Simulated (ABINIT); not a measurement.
# SiO2 (Stishovite): a self-consistent loop beyond G0W0, cycle by cycle, part 2 of 3

Wanted: G0W0 and self-consistent gaps of SiO2 (Stishovite), with the cost of the cycles.

ABINIT 10.8.3; PBE and many-body steps on it, plane waves. Known limits of the many-body steps: not at the basis limit; coarse k mesh.

So far. Step 4 (G0W0): The gap on the mesh goes from 5.69 eV to 8.02 eV, a correction of +2.33 eV. Step 5 (evGW0, cycle 1): Against G0W0 in ABINIT (4×4×4 mesh, 137 bands, screening to 195.9 eV, Godby-Needs plasmon pole), the gap moves by +0.459 eV. This first cycle still uses the starting levels; it takes the full correction, at all points of the mesh, and its linearised value is 8.021 eV.

**6. evGW0, cycle 2**

Level of this step: evGW0 on PBE, plane waves, norm-conserving pseudopotentials (ABINIT).

The corrected levels of the last cycle go back in.

File run.abi:

```
acell 3*1.0 Angstrom
rprim 
  4.177300000000 0.000000000000 0.000000000000
  0.000000000000 4.177300000000 0.000000000000
  0.000000000000 0.000000000000 2.665200000000
ntypat 2
znucl 14 8
natom 6
typat 1 1 2 2 2 2
xred 
  0.000000000000 0.000000000000 0.000000000000
  0.500000000000 0.500000000000 0.500000000000
  0.305900000000 0.305900000000 0.000000000000
  0.194100000000 0.805900000000 0.500000000000
  0.694100000000 0.694100000000 0.000000000000
  0.805900000000 0.194100000000 0.500000000000
pp_dirpath "pseudos"
pseudos "Si.upf, O.upf"
ecut 36
ngkpt 4 4 4
nshiftk 1
shiftk 0 0 0
kptopt 1
chksymbreak 0
istwfk *1
occopt 1
irdwfk 1
optdriver 4
nband 137
gwcalctyp 10
ecutsigx 36
symsigma 1
nkptgw 18
kptgw 
  0.0000000000 0.0000000000 0.0000000000
  0.2500000000 0.0000000000 0.0000000000
  0.5000000000 0.0000000000 0.0000000000
  0.2500000000 0.2500000000 0.0000000000
  0.5000000000 0.2500000000 0.0000000000
  0.5000000000 0.5000000000 0.0000000000
  0.0000000000 0.0000000000 0.2500000000
  0.2500000000 0.0000000000 0.2500000000
  0.5000000000 0.0000000000 0.2500000000
  0.2500000000 0.2500000000 0.2500000000
  0.5000000000 0.2500000000 0.2500000000
  0.5000000000 0.5000000000 0.2500000000
  0.0000000000 0.0000000000 0.5000000000
  0.2500000000 0.0000000000 0.5000000000
  0.5000000000 0.0000000000 0.5000000000
  0.2500000000 0.2500000000 0.5000000000
  0.5000000000 0.2500000000 0.5000000000
  0.5000000000 0.5000000000 0.5000000000
bdgw 
  5 22
  5 22
  5 22
  5 22
  5 22
  5 22
  5 22
  5 22
  5 22
  5 22
  5 22
  5 22
  5 22
  5 22
  5 22
  5 22
  5 22
  5 22
ecuteps 7.2
irdscr 1
ppmodel 1
irdqps 1
indata_prefix "in"
outdata_prefix "out"
tmpdata_prefix "tmp"
```

Command:

```sh
OMP_NUM_THREADS=1 mpirun -n 8 abinit run.abi > log
```

Log:

```text
.Version 10.8.3 of ABINIT. v10.8.2 released Aug 2026.

 Symmetries : space group P4_2/m n m (#136); Bravais tP (primitive tetrag.)
[... echo of the input left out ...]
== DATASET  1 ==================================================================
-   mpi_nproc: 8, omp_nthreads: 1 (-1 if OMP is not activated)

--- !DatasetInfo
iteration_state: {dtset: 1, }
dimensions: {natom: 6, nkpt: 18, mband: 137, nsppol: 1, nspinor: 1, nspden: 1, mpw: 3273, }
cutoff_energies: {ecut:  36.0, pawecutdg:  -1.0, }
[...]
.  kptgw no:  3; Maximum DeltaE = (   0.028   0.000) for band index: 13
[...]
.  kptgw no: 17; Maximum DeltaE = (  -0.121  -0.000) for band index:  2
.  kptgw no: 18; Maximum DeltaE = (  -0.118  -0.000) for band index:  2

== END DATASET(S) ==============================================================
================================================================================

 -outvars: echo values of variables after computation  --------
           etotal      0.0000000000E+00
            nband         137
             nkpt          18
          spgroup         136
 [... the other variables as echoed above ...]

 Calculation completed.
```

It took 9.4 min on 8 MPI ranks of Arm Neoverse V2, shared host; peak memory 4.8 GiB.

Numbers from this step:

```
quasiparticle gap on the mesh                         : 8.350 eV
gap of the density functional on the mesh             : 5.686 eV
k of the valence top                                  : 0, 0, 0
k of the conduction bottom                            : 0, 0, 0
least direct quasiparticle gap on the computed points : 8.350 eV
```

Against the cycle before, the gap moves by −0.130 eV.

**7. evGW0, cycle 3**

run.abi is that of step 6.

Log:

```text
.Version 10.8.3 of ABINIT. v10.8.2 released Aug 2026.

 Symmetries : space group P4_2/m n m (#136); Bravais tP (primitive tetrag.)
[... echo of the input left out ...]
== DATASET  1 ==================================================================
-   mpi_nproc: 8, omp_nthreads: 1 (-1 if OMP is not activated)

--- !DatasetInfo
iteration_state: {dtset: 1, }
dimensions: {natom: 6, nkpt: 18, mband: 137, nsppol: 1, nspinor: 1, nspden: 1, mpw: 3273, }
cutoff_energies: {ecut:  36.0, pawecutdg:  -1.0, }
[...]
.  kptgw no:  3; Maximum DeltaE = (   0.003   0.000) for band index: 13
[...]
.  kptgw no: 17; Maximum DeltaE = (   0.010   0.000) for band index:  2
.  kptgw no: 18; Maximum DeltaE = (   0.018  -0.000) for band index:  3

== END DATASET(S) ==============================================================
================================================================================

 -outvars: echo values of variables after computation  --------
           etotal      0.0000000000E+00
            nband         137
             nkpt          18
          spgroup         136
 [... the other variables as echoed above ...]

 Calculation completed.
```

It took 9.4 min on 8 MPI ranks; peak memory 4.8 GiB; 75 min of CPU time.

Numbers from this step:

```
quasiparticle gap on the mesh                         : 8.349 eV
gap of the density functional on the mesh             : 5.686 eV
k of the valence top                                  : 0, 0, 0
k of the conduction bottom                            : 0, 0, 0
least direct quasiparticle gap on the computed points : 8.349 eV
```

Against the cycle before, the gap moves by −0.001 eV.

**8. Screening, 4×4×4 mesh, 137 bands, screening to 195.9 eV**

This step: RPA screening on PBE, plane waves, norm-conserving pseudopotentials.

File run.abi:

```
acell 3*1.0 Angstrom
rprim 
  4.177300000000 0.000000000000 0.000000000000
  0.000000000000 4.177300000000 0.000000000000
  0.000000000000 0.000000000000 2.665200000000
ntypat 2
znucl 14 8
natom 6
typat 1 1 2 2 2 2
xred 
  0.000000000000 0.000000000000 0.000000000000
  0.500000000000 0.500000000000 0.500000000000
  0.305900000000 0.305900000000 0.000000000000
  0.194100000000 0.805900000000 0.500000000000
  0.694100000000 0.694100000000 0.000000000000
  0.805900000000 0.194100000000 0.500000000000
pp_dirpath "pseudos"
pseudos "Si.upf, O.upf"
ecut 36
ngkpt 4 4 4
nshiftk 1
shiftk 0 0 0
kptopt 1
chksymbreak 0
istwfk *1
occopt 1
irdwfk 1
optdriver 3
nband 137
ecuteps 7.2
inclvkb 2
awtr 1
symchi 1
gwcalctyp 10
mbpt_sciss 3.227 eV
nqptdm 1
qptdm 
  0 0 0
indata_prefix "in"
outdata_prefix "out"
tmpdata_prefix "tmp"
```

Log:

```text
.Version 10.8.3 of ABINIT. v10.8.2 released Aug 2026.

 Symmetries : space group P4_2/m n m (#136); Bravais tP (primitive tetrag.)
[... echo of the input left out ...]
== DATASET  1 ==================================================================
-   mpi_nproc: 8, omp_nthreads: 1 (-1 if OMP is not activated)

--- !DatasetInfo
iteration_state: {dtset: 1, }
dimensions: {natom: 6, nkpt: 18, mband: 137, nsppol: 1, nspinor: 1, nspden: 1, mpw: 3273, }
cutoff_energies: {ecut:  36.0, pawecutdg:  -1.0, }
electrons: {nelect:   3.20000000E+01, charge:   0.00000000E+00, occopt:   1.00000000E+00, tsmear:   1.00000000E-02, }

 SCREENING: Calculation of the susceptibility and dielectric matrices

 Based on a program developped by R.W. Godby, V. Olevano, G. Onida, and L. Reining.
 Incorporated in ABINIT by V. Olevano, G.-M. Rignanese, and M. Torrent.
.Using double precision arithmetic ; gwpc =  8

[... cell and pseudopotentials left out ...]
--------------------------------------------------------------------------------

 ==== K-mesh for the wavefunctions ====
 Number of points in the irreducible wedge :    18
[... list of points left out ...]
 Together with 16 symmetry operations and time-reversal symmetry
 yields    64 points in the full Brillouin Zone.

 ==== Q-mesh for the screening function ====
 Number of points in the irreducible wedge :    18
[... list of points left out ...]
 Together with 16 symmetry operations and time-reversal symmetry
 yields    64 points in the full Brillouin Zone.

 setmesh: FFT mesh size selected  =    32x   32x   20
          total number of points  =        20480

 vcoul_init : cutoff-mode = AUXILIARY_FUNCTION
 q-points for optical limit:   1
     1)      0.000010    0.000020    0.000030

 Dielectric matrix will be calculated only for some
 selected q points provided by the user through the input variables
 nqptdm and qptdm

- screening: taking advantage of time-reversal symmetry
- Maximum band index for partially occupied states nbvw = 16
- Remaining bands to be divided among processors   nbcw = 121
- Number of bands treated by each node ~15

 rdqps: reading QP wavefunctions of the previous step
        looking for file in_QPS
 file not found, 1st iteration initialized with KS eigenelements

 screening : performing a first self-consistency
 update of the energies in W by a scissor operator
 applying a scissor operator of [eV] :   3.227

 Number of electrons calculated from density =   32.0000; Expected =   32.0000
 average of density, n =  0.101961
 r_s =    1.3279
 omega_plasma =   30.8015 [eV]

 calculating chi0 at frequencies [eV] :
  1    0.000000E+00    0.000000E+00
  2    0.000000E+00    3.080149E+01

--------------------------------------------------------------------------------
  q-point number  1        q = ( 0.000000, 0.000000, 0.000000) [r.l.u.]
--------------------------------------------------------------------------------
[... chi0 elements left out ...]
 For q-point:  0.000010 0.000020 0.000030
  dielectric constant =   2.9535
  dielectric constant without local fields =   3.1519

  Average fulfillment of the sum rule on Im[epsilon] for q-point    1 :     79.52  [%]
[... wings left out ...]
== END DATASET(S) ==============================================================
================================================================================

 -outvars: echo values of variables after computation  --------
           etotal      0.0000000000E+00
            nband         137
             nkpt          18
          spgroup         136
 [... the other variables as echoed above ...]

 Calculation completed.
```

It took 13 s on 8 MPI ranks; peak memory 2.4 GiB; 1.7 min of CPU time.

This step gave:

```yaml
eps_infinity_with_local_fields_on_this_mesh_along_the_program_s_q_direction: 2.954
the_same_without_local_fields: 3.152
plasma_frequency: 30.80 eV
plane_waves_in_the_screening_matrix: 283
```

This screening uses the functional's bands under a rigid shift, the mean opening of the cycle before.

**9. Screening, 4×4×4 mesh, 137 bands, screening to 195.9 eV**

This step: RPA screening on PBE from quasiparticle energies, plane waves, norm-conserving pseudopotentials.

run.abi, as its differences from that of step 8:

```diff
@@ -33,7 +33,23 @@
 symchi 1
+irdqps 1
 gwcalctyp 10
-mbpt_sciss 3.227 eV
-nqptdm 1
+nqptdm 17
 qptdm 
-  0 0 0
+  0.2500000000 0.0000000000 0.0000000000
+  0.5000000000 0.0000000000 0.0000000000
+  0.2500000000 0.2500000000 0.0000000000
+  0.5000000000 0.2500000000 0.0000000000
+  0.5000000000 0.5000000000 0.0000000000
+  0.0000000000 0.0000000000 0.2500000000
+  0.2500000000 0.0000000000 0.2500000000
+  0.5000000000 0.0000000000 0.2500000000
+  0.2500000000 0.2500000000 0.2500000000
+  0.5000000000 0.2500000000 0.2500000000
+  0.5000000000 0.5000000000 0.2500000000
+  0.0000000000 0.0000000000 0.5000000000
+  0.2500000000 0.0000000000 0.5000000000
+  0.5000000000 0.0000000000 0.5000000000
+  0.2500000000 0.2500000000 0.5000000000
+  0.5000000000 0.2500000000 0.5000000000
+  0.5000000000 0.5000000000 0.5000000000
 indata_prefix "in"
```

File mrgscr.stdin:

```
2
merged
q0_SCR
out_SCR
1
```

Command:

```sh
OMP_NUM_THREADS=1 mpirun -n 8 abinit run.abi > log; mrgscr < mrgscr.stdin
```

Log:

```text
.Version 10.8.3 of ABINIT. v10.8.2 released Aug 2026.

 Symmetries : space group P4_2/m n m (#136); Bravais tP (primitive tetrag.)
[... echo of the input left out ...]
== DATASET  1 ==================================================================
-   mpi_nproc: 8, omp_nthreads: 1 (-1 if OMP is not activated)

--- !DatasetInfo
iteration_state: {dtset: 1, }
dimensions: {natom: 6, nkpt: 18, mband: 137, nsppol: 1, nspinor: 1, nspden: 1, mpw: 3273, }
cutoff_energies: {ecut:  36.0, pawecutdg:  -1.0, }
[...]
q-point number  1        q = ( 0.250000, 0.000000, 0.000000) [r.l.u.]
--------------------------------------------------------------------------------
[... chi0 elements left out ...]
  Average fulfillment of the sum rule on Im[epsilon] for q-point    2 :     91.29  [%]

--------------------------------------------------------------------------------
  q-point number  2        q = ( 0.500000, 0.000000, 0.000000) [r.l.u.]
--------------------------------------------------------------------------------
[... chi0 elements left out ...]
  Average fulfillment of the sum rule on Im[epsilon] for q-point    3 :     85.74  [%]

 [... 15 further q-points ...]
```

Elapsed: 50 s, on 8 MPI ranks; peak memory 2.2 GiB.

Numbers from this step:

| Quantity | Value |
| --- | --- |
| plasma frequency | 30.80 eV |
| plane waves in the screening matrix | 283 |

This screening reads the quasiparticle levels of the cycle before.

**10. evGW, cycle 1**

This step: evGW on PBE, plane waves, norm-conserving pseudopotentials.

run.abi, as its differences from that of step 9:

```diff
@@ -27,12 +27,10 @@
 irdwfk 1
-optdriver 3
+optdriver 4
 nband 137
-ecuteps 7.2
-inclvkb 2
-awtr 1
-symchi 1
-irdqps 1
 gwcalctyp 10
-nqptdm 17
-qptdm 
+ecutsigx 36
+symsigma 1
+nkptgw 18
+kptgw 
+  0.0000000000 0.0000000000 0.0000000000
   0.2500000000 0.0000000000 0.0000000000
@@ -54,2 +52,25 @@
   0.5000000000 0.5000000000 0.5000000000
+bdgw 
+  5 22
+  5 22
+  5 22
+  5 22
+  5 22
+  5 22
+  5 22
+  5 22
+  5 22
+  5 22
+  5 22
+  5 22
+  5 22
+  5 22
+  5 22
+  5 22
+  5 22
+  5 22
+ecuteps 7.2
+irdscr 1
+ppmodel 1
+irdqps 1
 indata_prefix "in"
```

Command:

```sh
OMP_NUM_THREADS=1 mpirun -n 8 abinit run.abi > log
```

Log:

```text
.Version 10.8.3 of ABINIT. v10.8.2 released Aug 2026.

 Symmetries : space group P4_2/m n m (#136); Bravais tP (primitive tetrag.)
[... echo of the input left out ...]
== DATASET  1 ==================================================================
-   mpi_nproc: 8, omp_nthreads: 1 (-1 if OMP is not activated)

--- !DatasetInfo
iteration_state: {dtset: 1, }
dimensions: {natom: 6, nkpt: 18, mband: 137, nsppol: 1, nspinor: 1, nspden: 1, mpw: 3273, }
cutoff_energies: {ecut:  36.0, pawecutdg:  -1.0, }
[...]
.  kptgw no:  3; Maximum DeltaE = (   0.190   0.000) for band index:  1
[...]
.  kptgw no: 17; Maximum DeltaE = (   0.218   0.000) for band index:  1
.  kptgw no: 18; Maximum DeltaE = (   0.201   0.000) for band index:  1

== END DATASET(S) ==============================================================
================================================================================

 -outvars: echo values of variables after computation  --------
           etotal      0.0000000000E+00
            nband         137
             nkpt          18
          spgroup         136
 [... the other variables as echoed above ...]

 Calculation completed.
```

Run time: 9.4 min. Hardware: 8 MPI ranks; peak memory 4.8 GiB; 75 min of CPU time.

This step gave:

```
quasiparticle gap on the mesh                         : 8.813 eV
gap of the density functional on the mesh             : 5.686 eV
k of the valence top                                  : 0, 0, 0
k of the conduction bottom                            : 0, 0, 0
least direct quasiparticle gap on the computed points : 8.813 eV
```

Against G0W0 in ABINIT (4×4×4 mesh, 137 bands, screening to 195.9 eV, Godby-Needs plasmon pole), the gap moves by +0.792 eV.

**11. Screening, 4×4×4 mesh, 137 bands, screening to 195.9 eV**

This step: RPA screening on PBE, plane waves, norm-conserving pseudopotentials.

File run.abi:

```
acell 3*1.0 Angstrom
rprim 
  4.177300000000 0.000000000000 0.000000000000
  0.000000000000 4.177300000000 0.000000000000
  0.000000000000 0.000000000000 2.665200000000
ntypat 2
znucl 14 8
natom 6
typat 1 1 2 2 2 2
xred 
  0.000000000000 0.000000000000 0.000000000000
  0.500000000000 0.500000000000 0.500000000000
  0.305900000000 0.305900000000 0.000000000000
  0.194100000000 0.805900000000 0.500000000000
  0.694100000000 0.694100000000 0.000000000000
  0.805900000000 0.194100000000 0.500000000000
pp_dirpath "pseudos"
pseudos "Si.upf, O.upf"
ecut 36
ngkpt 4 4 4
nshiftk 1
shiftk 0 0 0
kptopt 1
chksymbreak 0
istwfk *1
occopt 1
irdwfk 1
optdriver 3
nband 137
ecuteps 7.2
inclvkb 2
awtr 1
symchi 1
gwcalctyp 10
mbpt_sciss 3.723 eV
nqptdm 1
qptdm 
  0 0 0
indata_prefix "in"
outdata_prefix "out"
tmpdata_prefix "tmp"
```

Log:

```text
.Version 10.8.3 of ABINIT. v10.8.2 released Aug 2026.

 Symmetries : space group P4_2/m n m (#136); Bravais tP (primitive tetrag.)
[... echo of the input left out ...]
== DATASET  1 ==================================================================
-   mpi_nproc: 8, omp_nthreads: 1 (-1 if OMP is not activated)

--- !DatasetInfo
iteration_state: {dtset: 1, }
dimensions: {natom: 6, nkpt: 18, mband: 137, nsppol: 1, nspinor: 1, nspden: 1, mpw: 3273, }
cutoff_energies: {ecut:  36.0, pawecutdg:  -1.0, }
[...]
[... chi0 elements left out ...]
 For q-point:  0.000010 0.000020 0.000030
  dielectric constant =   2.9031
  dielectric constant without local fields =   3.0935

  Average fulfillment of the sum rule on Im[epsilon] for q-point    1 :     80.47  [%]
[... wings left out ...]
== END DATASET(S) ==============================================================
================================================================================

 -outvars: echo values of variables after computation  --------
           etotal      0.0000000000E+00
            nband         137
             nkpt          18
          spgroup         136
 [... the other variables as echoed above ...]

 Calculation completed.
```

Elapsed: 14 s, on 8 MPI ranks; peak memory 2.4 GiB; 1.8 min of CPU time.

This step gave:

```yaml
eps_infinity_with_local_fields_on_this_mesh_along_the_program_s_q_direction: 2.903
the_same_without_local_fields: 3.094
plasma_frequency: 30.80 eV
plane_waves_in_the_screening_matrix: 283
```

This screening uses the functional's bands under a rigid shift, the mean opening of the cycle before.

**12. Screening, 4×4×4 mesh, 137 bands, screening to 195.9 eV**

This step: RPA screening on PBE from quasiparticle energies, plane waves, norm-conserving pseudopotentials.

run.abi, as its differences from that of step 11:

```diff
@@ -33,7 +33,23 @@
 symchi 1
+irdqps 1
 gwcalctyp 10
-mbpt_sciss 3.723 eV
-nqptdm 1
+nqptdm 17
 qptdm 
-  0 0 0
+  0.2500000000 0.0000000000 0.0000000000
+  0.5000000000 0.0000000000 0.0000000000
+  0.2500000000 0.2500000000 0.0000000000
+  0.5000000000 0.2500000000 0.0000000000
+  0.5000000000 0.5000000000 0.0000000000
+  0.0000000000 0.0000000000 0.2500000000
+  0.2500000000 0.0000000000 0.2500000000
+  0.5000000000 0.0000000000 0.2500000000
+  0.2500000000 0.2500000000 0.2500000000
+  0.5000000000 0.2500000000 0.2500000000
+  0.5000000000 0.5000000000 0.2500000000
+  0.0000000000 0.0000000000 0.5000000000
+  0.2500000000 0.0000000000 0.5000000000
+  0.5000000000 0.0000000000 0.5000000000
+  0.2500000000 0.2500000000 0.5000000000
+  0.5000000000 0.2500000000 0.5000000000
+  0.5000000000 0.5000000000 0.5000000000
 indata_prefix "in"
```

mrgscr.stdin is that of step 9.

Command:

```sh
OMP_NUM_THREADS=1 mpirun -n 8 abinit run.abi > log; mrgscr < mrgscr.stdin
```

Log:

```text
.Version 10.8.3 of ABINIT. v10.8.2 released Aug 2026.

 Symmetries : space group P4_2/m n m (#136); Bravais tP (primitive tetrag.)
[... echo of the input left out ...]
== DATASET  1 ==================================================================
-   mpi_nproc: 8, omp_nthreads: 1 (-1 if OMP is not activated)

--- !DatasetInfo
iteration_state: {dtset: 1, }
dimensions: {natom: 6, nkpt: 18, mband: 137, nsppol: 1, nspinor: 1, nspden: 1, mpw: 3273, }
cutoff_energies: {ecut:  36.0, pawecutdg:  -1.0, }
[...]
q-point number  1        q = ( 0.250000, 0.000000, 0.000000) [r.l.u.]
--------------------------------------------------------------------------------
[... chi0 elements left out ...]
  Average fulfillment of the sum rule on Im[epsilon] for q-point    2 :     92.51  [%]

--------------------------------------------------------------------------------
  q-point number  2        q = ( 0.500000, 0.000000, 0.000000) [r.l.u.]
--------------------------------------------------------------------------------
[... chi0 elements left out ...]
  Average fulfillment of the sum rule on Im[epsilon] for q-point    3 :     86.67  [%]

 [... 15 further q-points ...]
```

It took 54 s on 8 MPI ranks; peak memory 2.2 GiB; 7.2 min of CPU time.

Numbers from this step:

```yaml
plasma_frequency: 30.80 eV
plane_waves_in_the_screening_matrix: 283
```

This screening reads the quasiparticle levels of the cycle before.

(Part 2 of 3 ends here.)

[Paths, hosts, dates, memory and timing lines, banners, echoed tables and standing remarks are left out of the program output.]

[Logs are printed without paths, hosts, clocks, repeated set-up lines and the standing remarks that a program may print on its own settings, such as how far it seeks lower states.]

[Runs of the session that timed out or met a known fault of the program may be left out.]

[Hosts, paths, dates, database ids (printed as entryN), source tags and the programs' standing remarks are cut or masked in the printed files.]

[G0W0 gaps are taken among the corrected bands and points alone; a level outside them can change the order at an edge.]

[Where Ansatz stands beside ABINIT at settings called matched, ABINIT's density can come from a denser mesh and the files from another edition; pairs whose starting gaps differed by over 0.03 eV were left out, so agreement reads better than it is.]
